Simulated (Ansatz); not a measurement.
**Phonons of TiTc (Pm-3m) against volume**

Does TiTc (Pm-3m) expand much on heating, by its phonons?

Calculated with Ansatz 0.2.0; DFT PBEsol, scalar-relativistic, plane waves, PAW; PAW set ansatz+soft_1.

## Step 1: The starting structure

Symmetry: Pm-3m, No. 221, cubic system. The conventional cell has a = 3.068 Å, b = 3.068 Å, c = 3.068 Å, α = 90.00°, β = 90.00°, γ = 90.00°. Nearest to Ti lie 8 Tc at 2.66 Å. Tc has 8 Ti at 2.66 Å nearest. Farther neighbours are not listed.

Coordinates:

```cif
data_structure
_symmetry_space_group_name_H-M 'P 1'
_symmetry_Int_Tables_number 1
_cell_length_a 3.0680
_cell_length_b 3.0680
_cell_length_c 3.0680
_cell_angle_alpha 90.000
_cell_angle_beta 90.000
_cell_angle_gamma 90.000
_cell_volume 28.88
loop_
_atom_site_label
_atom_site_type_symbol
_atom_site_fract_x
_atom_site_fract_y
_atom_site_fract_z
_atom_site_occupancy
Ti1 Ti 0.50000 0.50000 0.50000 1
Tc2 Tc 0.00000 0.00000 0.00000 1
```

## Step 2: Phonons on a q mesh

The cell comes from relaxations at this level that are not shown. Stability and thermal properties need the whole zone. Linear response on a 4×4×4 q mesh gives force constants as far as a supercell of that size would.

input.yaml

```yaml
crystal:
  lattice:
    - [3.0679990426, 0.0, 0.0]
    - [0.0, 3.0679990426, 0.0]
    - [0.0, 0.0, 3.0679990426]
  atoms:
    - { symbol: Ti, position: [0.5, 0.5, 0.5] }
    - { symbol: Tc, position: [0.0, 0.0, 0.0] }
kpoints:
  mp_grid: { grid: [16, 16, 16] }
hamiltonian:
  xc: pbesol
  pseudopotentials: { kind: paw, azcp: { Ti: "soft_1/Ti.paw.azcp" }, xc_functional: pbe }
scf:
  occupations: { method: methfessel_paxton, width: 0.2 }
output:
  eigenvalues: true
phonons:
  method: dfpt
  qmesh: [4, 4, 4]
  temperatures: { t_max: 1000, t_step: 50 }
  qpath:
    path:
      - [[0.0, 0.0, 0.0], [0.0, 0.5, 0.0], [0.5, 0.5, 0.0], [0.0, 0.0, 0.0], [0.5, 0.5, 0.5], [0.0, 0.5, 0.0]]
      - [[0.5, 0.5, 0.5], [0.5, 0.5, 0.0]]
    npoints: 10
```

On the command line:

```console
$ ansatz run input.yaml --threads 4 --pin off --max-ram 10240MiB --backend cpu --events-out ev --progress --plain --runs-dir out
```

Numbers of over 12 decimals in the logs are rounded to 6 here.

Log:

```text
Engine: ansatz 0.2.0, aarch64-unknown-linux-gnu
Pseudopotentials: kind: paw
Pseudopotential: Ti, paw, valence charge 12, recommended cutoff 420 eV (normal), soft_1/Ti.paw.azcp
Pseudopotential: Tc, paw, valence charge 15, recommended cutoff 500 eV (normal), Tc.paw.azcp
Functional definition: PBEsol
  exchange = pbesol_x
  correlation = pbesol_c
Crystal: 2 atoms, lattice volume = 28.878 Å³
Basis set: ecut = 500 eV, 739 PW (Γ), exchange–correlation on 48×48×48 points (8 copies of the dense FFT grid, shifted against one another)
Bands: 18, of which v1, the nominal top of the filled ones, is band 14 counted from 1 (13 counted from 0)
Symmetry: 48 space group operations
k-points: 165 of 4096
Non-local potential: Ti, projectors of the file, l = 0: 3, l = 1: 2, l = 2: 3, l = 3: 1
Non-local potential: Tc, projectors of the file, l = 0: 3, l = 1: 3, l = 2: 2, l = 3: 2
PAW form: soft (Blöchl's): semilocal exchange-correlation on the pseudo side does not see the compensation charge
PAW frozen core: Ti, regenerated for the run's functional, and the local potential with it (the file was generated under x = pbe(κ = 0.804, μ = 0.219515), c = pbe(β = 0.066725))
PAW frozen core: Tc, regenerated for the run's functional, and the local potential with it (the file was generated under x = pbe(κ = 0.804, μ = 0.219515), c = pbe(β = 0.066725))
PAW one-centre angular grid: Ti, 590 points (default); XC on 64 Gauss nodes
PAW one-centre angular grid: Tc, 590 points (default); XC on 64 Gauss nodes
Initial density: superposition of atomic densities (chi_scale 0.1, normalization cell, long waves kept (reshape's long-wave potential 0.00 eV rms))
Initial wavefunctions: pseudopotential atomic-orbital guess
Functional: x = pbesol(κ = 0.804, μ = 0.123457), c = pbesol(β = 0.046)
SCF iter   1: F=—  HF=-7812.948799 eV  |F-HF|=—  |Δ(HF+E_count)|=         —  Δρ=6.70e-2  dr2=1.11e0  ethr=3.10e-3  ⟨swp⟩=4.8  Hψ=11230  notcnv=0
preconditioner: auto → none  [metal: Δε(μ)=0.022 eV  Ē_g=4.820 eV  σ=0.200 eV  W_gap=0.09  n_scr=6 (ndim 8)  ℏωp=22.9 eV  f_vac=0.000  D(μ)=1.39/eV (n_scr^D=18)  sad-step TF]
SCF iter   2: F=—  HF=-7812.656942 eV  |F-HF|=—  |Δ(HF+E_count)|=   2.92e-1  S|Δr|=    0.00e0  Δρ=3.41e-2  dr2=2.75e-1  ethr=3.10e-3  ⟨swp⟩=2.5  Hψ=5386  notcnv=0  defer=8
SCF iter   3: F=—  HF=-7812.569461 eV  |F-HF|=—  |Δ(HF+E_count)|=   8.75e-2  S|Δr|=    0.00e0  Δρ=2.95e-3  dr2=1.15e-3  ethr=1.02e-3  ⟨swp⟩=2.9  Hψ=5903  notcnv=0  defer=8
SCF iter   4: F=—  HF=-7812.569782 eV  |F-HF|=—  |Δ(HF+E_count)|=   3.21e-4  S|Δr|=    0.00e0  Δρ=4.56e-4  dr2=7.67e-5  ethr=4.27e-6  ⟨swp⟩=2.0  Hψ=4106  notcnv=0  defer=8
SCF iter   5: F=—  HF=-7812.569778 eV  |F-HF|=—  |Δ(HF+E_count)|=   3.56e-6  S|Δr|=    0.00e0  Δρ=8.96e-5  dr2=2.36e-6  ethr=2.84e-7  ⟨swp⟩=2.0  Hψ=3322  notcnv=0  defer=8
SCF iter   6: F=—  HF=-7812.569778 eV  |F-HF|=—  |Δ(HF+E_count)|=   7.77e-7  S|Δr|=    0.00e0  Δρ=8.52e-6  dr2=7.54e-9  ethr=8.73e-9  ⟨swp⟩=2.0  Hψ=3481  notcnv=0  defer=8
SCF iter   7: F=—  HF=-7812.569778 eV  |F-HF|=—  |Δ(HF+E_count)|=  4.38e-10  S|Δr|=    0.00e0  Δρ=6.96e-7  dr2=7.30e-11  ethr=2.79e-11  ⟨swp⟩=2.4  Hψ=4843  notcnv=0  defer=8
SCF iter   8: F=-7812.569778 eV  HF=-7812.569778 eV  |F-HF|=4.55e-12  |Δ(HF+E_count)|=  1.82e-12  S|Δr|=    0.00e0  Δρ=5.40e-8  dr2=2.82e-13  ethr=1.00e-12  ⟨swp⟩=5.4  Hψ=12038  notcnv=0
SCF 1 converged in 8 iterations: F = -7812.569778 eV  dr2 = 2.82e-13
  greatest PAW one-centre occupation: 0.999 electrons in one spin orbital (limit 2), on the Ti atom at site 0 (counted from 0), in its partial waves of l = 0
phonons: the bands overlap, so this run is a metal and interpolates without the dipole-dipole term. If the crystal is really an insulator or semiconductor, its LO-TO splitting is missing
NSCF: frozen V_eff on 165 k-points
NSCF: frozen V_eff on 405 k-points
DFPT response loops at q = (0, 0, 0) (fractional): preconditioner auto → Kerker (q_TF=auto, 2.698 Å⁻¹) (partly filled bands, converged f_vac=0.000); β = 1.00, the filter's whole step (`scf.mixing.beta` (0.50) is not read by the response loops under this deck's `scf.mixing.preconditioner`; to damp them name `kerker` or `kerker_dos`, under which they read `scf.mixing.beta`, and type it under 1.00, their step now; both keys bind the ground state too); Broyden in place of MSR1
NSCF: frozen V_eff on 2592 k-points
DFPT response loops at q = (0, 0, 0.25) (fractional): mixed as the last ones told, above
NSCF: frozen V_eff on 1458 k-points
DFPT response loops at q = (0, 0, -0.5) (fractional): mixed as the last ones told, above
NSCF: frozen V_eff on 4608 k-points
DFPT response loops at q = (0, 0.25, 0.25) (fractional): mixed as the last ones told, above
NSCF: frozen V_eff on 2592 k-points
DFPT response loops at q = (0, 0.25, -0.5) (fractional): mixed as the last ones told, above
NSCF: frozen V_eff on 1458 k-points
DFPT response loops at q = (0, -0.5, -0.5) (fractional): mixed as the last ones told, above
NSCF: frozen V_eff on 4352 k-points
DFPT response loops at q = (0.25, 0.25, 0.25) (fractional): mixed as the last ones told, above
NSCF: frozen V_eff on 4608 k-points
DFPT response loops at q = (0.25, 0.25, -0.5) (fractional): mixed as the last ones told, above
NSCF: frozen V_eff on 2592 k-points
DFPT response loops at q = (0.25, -0.5, -0.5) (fractional): mixed as the last ones told, above
NSCF: frozen V_eff on 810 k-points
DFPT response loops at q = (-0.5, -0.5, -0.5) (fractional): mixed as the last ones told, above
SCF converged after 8 iterations
Stability not checked: this state was not tested for a lower state beside it, because cold or Methfessel-Paxton smearing, or corrected tetrahedra, fill the levels in a way that the test cannot read (fill_not_monotonic; see scf.lower_state_search)
Free energy (F): -7812.569778 eV
Harris-Foulkes:  -7812.569778 eV  (|F-HF|=4.55e-12)
Internal energy: -7812.571118 eV  (E = F + TS)
E sigma→0 (E₀):  -7812.570113 eV
Entropy (-TS):   0.001341 eV (0.670 meV/atom)
Fermi energy:    18.736198 eV
--- Per-component energies (eV) ---
  E_band       = -183.516372
  E_kinetic    = 908.541550
  E_local      = -1985.443593  (includes V_loc(G=0)·N_el)
  E_nonlocal   = 350.045000
  E_hartree    = 640.213181
  E_xc         = -354.809718
  E_vxc        = -441.268587  (∫ρ·V_xc dr)
  E_paw        = -4237.026033  (= ΣΔE_a)
  E_vpaw       = -295.817077  (= ΣTr[D̂ρ^β])
  E_aug_tail   = -0.000036  (compensation charges beyond the density's cutoff)
  E_ewald      = -3134.457698
  E_core_change = 0.366229  (= ΣΔE_core)
  E_smearing   = 0.001341  (= −TS)
  E_closure    = -0.000000  (closes the sum)
  Σ components = -7812.569778   (vs F -7812.569778, Δ=0.00e0)
--- Band table (eV; the first three rows and the last of 165) ---
  k-point 0: bands = [... 10 lower, 14.5264, 18.4631, 18.4631, 18.4631, 21.3806, 21.3806, 23.2001, 23.2001]
  k-point 1: bands = [... 10 lower, 14.5927, 18.4495, 18.4495, 18.4947, 21.2924, 21.4118, 23.0197, 23.0197]
  k-point 2: bands = [... 10 lower, 14.7842, 18.4128, 18.4128, 18.5882, 21.0377, 21.5017, 22.5685, 22.5685]
  k-point 164: bands = [... 10 lower, 16.2324, 18.1401, 18.1401, 18.1401, 21.0651, 21.0651, 22.5229, 22.5229]
--- Phonons (Γ-DFPT): 2 representative perturbations + reference (Σ response iterations 6) ---
  ASR residual: 3.836e-6 → 0.000e0 eV/Å²; symmetrization residual: 6.294e-8 eV/Å²
  ASR residual per site (eV/Å²): 2.22e-6 3.84e-6
  Γ frequencies (cm⁻¹): 0.00 0.00 0.00 274.84 274.84 274.84
--- Phonons (arbitrary-q DFPT): 10 irreducible q on the 4×4×4 mesh ---
  q = [0.0000, 0.0000, 0.0000] (star 1, of the zone-centre solve; hermiticity 1.41e-8, symmetrization 2.39e-12): -0.00 -0.00 0.00 274.84 274.84 274.84
  q = [0.0000, 0.0000, 0.2500] (star 6, 4 solved perturbations in 4032 linear systems a pass and spin channel, the states on 1296 of 4096 k-point pairs; hermiticity 4.81e-7, symmetrization 1.33e-13): 69.09 69.09 162.61 228.03 228.03 288.74
  q = [0.0000, 0.0000, -0.5000] (star 3, 4 solved perturbations in 2268 linear systems a pass and spin channel, the states on 729 of 4096 k-point pairs; hermiticity 4.29e-10, symmetrization 1.55e-9): 137.19 137.19 157.91 157.91 223.52 324.01
  q = [0.0000, 0.2500, 0.2500] (star 12, 4 solved perturbations in 7056 linear systems a pass and spin channel, the states on 2304 of 4096 k-point pairs; hermiticity 3.74e-7, symmetrization 6.45e-14): 110.06 134.46 184.71 224.79 258.86 285.08
  q = [0.0000, 0.2500, -0.5000] (star 12, 6 solved perturbations on 1296 of 4096 k-point pairs; hermiticity 2.72e-7, symmetrization 1.17e-8): 163.15 170.23 189.11 189.70 260.77 312.70
  q = [0.0000, -0.5000, -0.5000] (star 3, 4 solved perturbations in 2268 linear systems a pass and spin channel, the states on 729 of 4096 k-point pairs; hermiticity 1.00e-6, symmetrization 2.26e-11): 181.57 181.57 196.46 212.72 288.50 288.50
  q = [0.2500, 0.2500, 0.2500] (star 8, 2 solved perturbations on 2176 of 4096 k-point pairs; hermiticity 2.47e-7, symmetrization 3.33e-13): 145.59 145.59 182.97 255.88 255.88 262.71
  q = [0.2500, 0.2500, -0.5000] (star 12, 4 solved perturbations in 7056 linear systems a pass and spin channel, the states on 2304 of 4096 k-point pairs; hermiticity 1.43e-7, symmetrization 4.40e-8): 171.96 172.56 187.96 228.95 262.55 294.01
  q = [0.2500, -0.5000, -0.5000] (star 6, 4 solved perturbations in 4032 linear systems a pass and spin channel, the states on 1296 of 4096 k-point pairs; hermiticity 6.66e-7, symmetrization 5.46e-9): 183.30 183.30 184.29 238.49 282.19 282.19
  q = [-0.5000, -0.5000, -0.5000] (star 1, 2 solved perturbations on 405 of 4096 k-point pairs; hermiticity 9.74e-10, symmetrization 4.87e-10): 172.77 172.77 172.77 283.52 283.52 283.52
  sum rule: each row above includes the acoustic sum rule's correction from the zone centre's row sums; it moved no ω² by more than (0.11 cm⁻¹)²
  mesh force constants: q→R imaginary residual 1.52e-18; ASR residual 3.836e-6 → 0.000e0 eV/Å²; symmetrization residual 8.882e-15 eV/Å²
  interpolated dispersion: 62 rows × 6 modes
  density of states and harmonic sums: on the 20×20×20 q-mesh, interpolated from the force constants of a 4×4×4 supercell (no non-analytic term)
  largest difference from the sums on the solved wave vectors: F 1.05e-2 eV, S 1.45e-5 and C_V 4.01e-6 eV/K
  zero-point energy: 0.077301 eV/cell   skipped modes (ω ≤ 0): 3   left out of the sums: 6.25e-5 of the cell's modes: C_V's classical limit lies that fraction below 3 k_B per atom; for a crystal, a wire or a layer, F and S can be off by more, and a phonons.interpolated_qmesh denser along its periods is the remedy for the sampling
```

Elapsed: 17 min, on 4 threads of Arm Neoverse N1, shared host; peak memory 3.7 GiB; 66 min of CPU time.

In the SCF lines HF is the Harris–Foulkes energy and dr2 the Hartree energy of the density residual, in eV; the loop may stop once dr2 is under the threshold and the program's other checks hold. Hψ counts applications of the Hamiltonian.

This step gave:

```
volume per atom                                         : 14.44 Å³
gap on the k-mesh                                       : 0 eV
sum-rule residual before enforcement                    : 3.84e-6 eV/Å²
lowest frequency on the path                            : 0 cm⁻¹
point group                                             : m-3m
highest frequency on the path or at a solved wavevector : 324.0 cm⁻¹
mean frequency                                          : 207.8 cm⁻¹
Debye temperature (second moment)                       : 402 K
logarithmic mean frequency                              : 197.4 cm⁻¹
highest optical mode at the zone centre (no LO-TO term) : 274.8 cm⁻¹
lowest optical zone-centre mode                         : 274.8 cm⁻¹
lowest mode on the q mesh (acoustic modes at Γ apart)   : 69.09 cm⁻¹
zero-point energy per atom                              : 38.65 meV
heat capacity at 300 K                                  : 22.85 J/(mol atoms K)
vibrational entropy at 300 K                            : 27.39 J/(mol atoms K)
```

Frequencies (cm⁻¹) solved at each irreducible wavevector; negative means imaginary. Frequencies by wavevector, by row:

| q in reciprocal lattice units | star | mode 1 | mode 2 | mode 3 | mode 4 | mode 5 | mode 6 |
| --- | --- | --- | --- | --- | --- | --- | --- |
| 0 0 0 | 1 | 0 | 0 | 0 | 274.8 | 274.8 | 274.8 |
| 0 0 0.25 | 6 | 69.1 | 69.1 | 162.6 | 228 | 228 | 288.7 |
| 0 0 -0.5 | 3 | 137.2 | 137.2 | 157.9 | 157.9 | 223.5 | 324 |
| 0 0.25 0.25 | 12 | 110.1 | 134.5 | 184.7 | 224.8 | 258.9 | 285.1 |
| 0 0.25 -0.5 | 12 | 163.2 | 170.2 | 189.1 | 189.7 | 260.8 | 312.7 |
| 0 -0.5 -0.5 | 3 | 181.6 | 181.6 | 196.5 | 212.7 | 288.5 | 288.5 |
| 0.25 0.25 0.25 | 8 | 145.6 | 145.6 | 183 | 255.9 | 255.9 | 262.7 |
| 0.25 0.25 -0.5 | 12 | 172 | 172.6 | 188 | 228.9 | 262.6 | 294 |
| 0.25 -0.5 -0.5 | 6 | 183.3 | 183.3 | 184.3 | 238.5 | 282.2 | 282.2 |
| -0.5 -0.5 -0.5 | 1 | 172.8 | 172.8 | 172.8 | 283.5 | 283.5 | 283.5 |

Symmetry leaves 10 wavevectors to solve. The lowest mode among them, the acoustic zeros apart, lies at q = (0, 0, 0.25) and is real, 69.1 cm⁻¹.

## Step 3: Relaxing at another volume, volume ratio 0.97

The volume is scaled by 0.97 and held; symmetry leaves nothing to relax, so this is a single point. The modes can then be followed against volume.

input.yaml, the sections that differ from step 2:

```yaml
crystal:
  lattice:
    - [3.0370070343, 0.0, 0.0]
    - [0.0, 3.0370070343, 0.0]
    - [0.0, 0.0, 3.0370070343]
  atoms:
    - { symbol: Ti, position: [0.5, 0.5, 0.5] }
    - { symbol: Tc, position: [0.0, 0.0, 0.0] }
output:
  forces: true
  stress: true
  eigenvalues: true
# kpoints, hamiltonian, scf: as in step 2
# phonons: removed
```

Log:

```text
[...]
Crystal: 2 atoms, lattice volume = 28.012 Å³
Basis set: ecut = 500 eV, 739 PW (Γ), exchange–correlation on 48×48×48 points (8 copies of the dense FFT grid, shifted against one another)
Bands: 18, of which v1, the nominal top of the filled ones, is band 14 counted from 1 (13 counted from 0)
Symmetry: 48 space group operations
[...]
k-points: 165 of 4096
[...]
--- Band table (eV; the first three rows and the last of 165) ---
  k-point 0: bands = [... 10 lower, 15.0103, 19.1186, 19.1186, 19.1186, 22.1410, 22.1410, 24.0507, 24.0507]
  k-point 1: bands = [... 10 lower, 15.0806, 19.1045, 19.1045, 19.1514, 22.0474, 22.1739, 23.8614, 23.8614]
  k-point 2: bands = [... 10 lower, 15.2843, 19.0668, 19.0668, 19.2486, 21.7775, 22.2692, 23.3887, 23.3887]
  k-point 164: bands = [... 10 lower, 16.8422, 18.8029, 18.8029, 18.8029, 21.8443, 21.8443, 23.3337, 23.3337]
[key lines of the parts left out:]
SCF converged after 6 iterations
Free energy (F): -7812.550903 eV
Fermi energy:    19.431133 eV
P = ⅓ Tr σ = 7.1632 GPa (71.632 kbar)
```

Wall time 2.3 s (4 threads); peak memory 0.39 GiB.

Numbers from this step:

* pressure: 7.163 GPa
* volume per atom: 14.01 Å³

The run ends at a pressure of 7.16 GPa.

## Step 4: Phonons at the other volume, volume ratio 0.97

The phonons are repeated at this volume on the same k and q meshes.

Changes to input.yaml since step 3:

```diff
@@ -16,4 +16,11 @@
 output:
-  forces: true
-  stress: true
   eigenvalues: true
+phonons:
+  method: dfpt
+  qmesh: [4, 4, 4]
+  temperatures: { t_max: 1000, t_step: 50 }
+  qpath:
+    path:
+      - [[0.0, 0.0, 0.0], [0.0, 0.5, 0.0], [0.5, 0.5, 0.0], [0.0, 0.0, 0.0], [0.5, 0.5, 0.5], [0.0, 0.5, 0.0]]
+      - [[0.5, 0.5, 0.5], [0.5, 0.5, 0.0]]
+    npoints: 10
```

Log:

```text
[...]
Crystal: 2 atoms, lattice volume = 28.012 Å³
Basis set: ecut = 500 eV, 739 PW (Γ), exchange–correlation on 48×48×48 points (8 copies of the dense FFT grid, shifted against one another)
Bands: 18, of which v1, the nominal top of the filled ones, is band 14 counted from 1 (13 counted from 0)
Symmetry: 48 space group operations
k-points: 165 of 4096
[...]
SCF iter   1: F=—  HF=-7812.924847 eV  |F-HF|=—  |Δ(HF+E_count)|=         —  Δρ=6.78e-2  dr2=1.10e0  ethr=3.10e-3  ⟨swp⟩=4.8  Hψ=11349  notcnv=0
[...]
SCF iter   8: F=-7812.550903 eV  HF=-7812.550903 eV  |F-HF|=1.82e-12  |Δ(HF+E_count)|=  2.27e-11  S|Δr|=    0.00e0  Δρ=5.28e-8  dr2=3.03e-13  ethr=1.00e-12  ⟨swp⟩=5.4  Hψ=11897  notcnv=0
SCF 1 converged in 8 iterations: F = -7812.550903 eV  dr2 = 3.03e-13
[...]
NSCF: frozen V_eff on 165 k-points
[...]
SCF converged after 8 iterations
[...]
Free energy (F): -7812.550903 eV
[...]
Internal energy: -7812.551878 eV  (E = F + TS)
E sigma→0 (E₀):  -7812.551147 eV
Entropy (-TS):   0.000975 eV (0.487 meV/atom)
Fermi energy:    19.431147 eV
[...]
--- Band table (eV; the first three rows and the last of 165) ---
  k-point 0: bands = [... 10 lower, 15.0103, 19.1186, 19.1186, 19.1186, 22.1410, 22.1410, 24.0508, 24.0508]
  k-point 1: bands = [... 10 lower, 15.0806, 19.1046, 19.1046, 19.1514, 22.0474, 22.1740, 23.8614, 23.8614]
  k-point 2: bands = [... 10 lower, 15.2843, 19.0668, 19.0668, 19.2486, 21.7775, 22.2692, 23.3888, 23.3888]
  k-point 164: bands = [... 10 lower, 16.8422, 18.8029, 18.8029, 18.8029, 21.8443, 21.8443, 23.3338, 23.3338]
[...]
ASR residual: 2.775e-5 → 0.000e0 eV/Å²; symmetrization residual: 1.922e-7 eV/Å²
  ASR residual per site (eV/Å²): 3.94e-6 2.78e-5
  Γ frequencies (cm⁻¹): 0.00 0.00 0.00 289.24 289.24 289.24
--- Phonons (arbitrary-q DFPT): 10 irreducible q on the 4×4×4 mesh ---
[...]
interpolated dispersion: 62 rows × 6 modes
[...]
```

The job ended after 17 min (4 threads; peak memory 3.6 GiB).

Numbers from this step:

```
sum-rule residual before enforcement                    : 2.78e-5 eV/Å²
highest frequency on the path or at a solved wavevector : 340.5 cm⁻¹
mean frequency                                          : 218.6 cm⁻¹
Debye temperature (second moment)                       : 423 K
logarithmic mean frequency                              : 207.4 cm⁻¹
highest optical mode at the zone centre (no LO-TO term) : 289.2 cm⁻¹
lowest optical zone-centre mode                         : 289.2 cm⁻¹
lowest mode on the q mesh (acoustic modes at Γ apart)   : 73.17 cm⁻¹
zero-point energy per atom                              : 40.64 meV
heat capacity at 300 K                                  : 22.64 J/(mol atoms K)
vibrational entropy at 300 K                            : 26.27 J/(mol atoms K)
```

Frequencies (cm⁻¹) solved at each irreducible wavevector; negative means imaginary. Frequencies by wavevector, by row:

| q in reciprocal lattice units | star | mode 1 | mode 2 | mode 3 | mode 4 | mode 5 | mode 6 |
| --- | --- | --- | --- | --- | --- | --- | --- |
| 0 0 0 | 1 | 0 | 0 | 0 | 289.2 | 289.2 | 289.2 |
| 0 0 0.25 | 6 | 73.2 | 73.2 | 170.8 | 239.1 | 239.1 | 304 |
| 0 0 -0.5 | 3 | 142.8 | 142.8 | 168.2 | 168.2 | 235.4 | 340.5 |
| 0 0.25 0.25 | 12 | 115.1 | 139.6 | 194.4 | 236.2 | 271.1 | 301.8 |
| 0 0.25 -0.5 | 12 | 168.8 | 178.2 | 196.9 | 199.8 | 276.7 | 329.5 |
| 0 -0.5 -0.5 | 3 | 189.1 | 189.1 | 202.6 | 223.4 | 307.4 | 307.4 |
| 0.25 0.25 0.25 | 8 | 152.1 | 152.1 | 191.3 | 270.4 | 270.4 | 276.9 |
| 0.25 0.25 -0.5 | 12 | 179.4 | 181.8 | 196.3 | 240.9 | 278.3 | 310.3 |
| 0.25 -0.5 -0.5 | 6 | 193 | 193 | 193.9 | 251.3 | 298.5 | 298.5 |
| -0.5 -0.5 -0.5 | 1 | 183.9 | 183.9 | 183.9 | 297.3 | 297.3 | 297.3 |

The highest optical mode at the zone centre (no LO-TO term) is 289.2 cm⁻¹, +14.4 cm⁻¹ against the base run.

(Part 1 of 2 ends here.)

[Logs are printed without paths, hosts, clocks, repeated set-up lines and the standing remarks that a program may print on its own settings, such as how far it seeks lower states.]

[Hosts, paths, dates, database ids (printed as entryN), source tags and the programs' standing remarks are cut or masked in the printed files.]
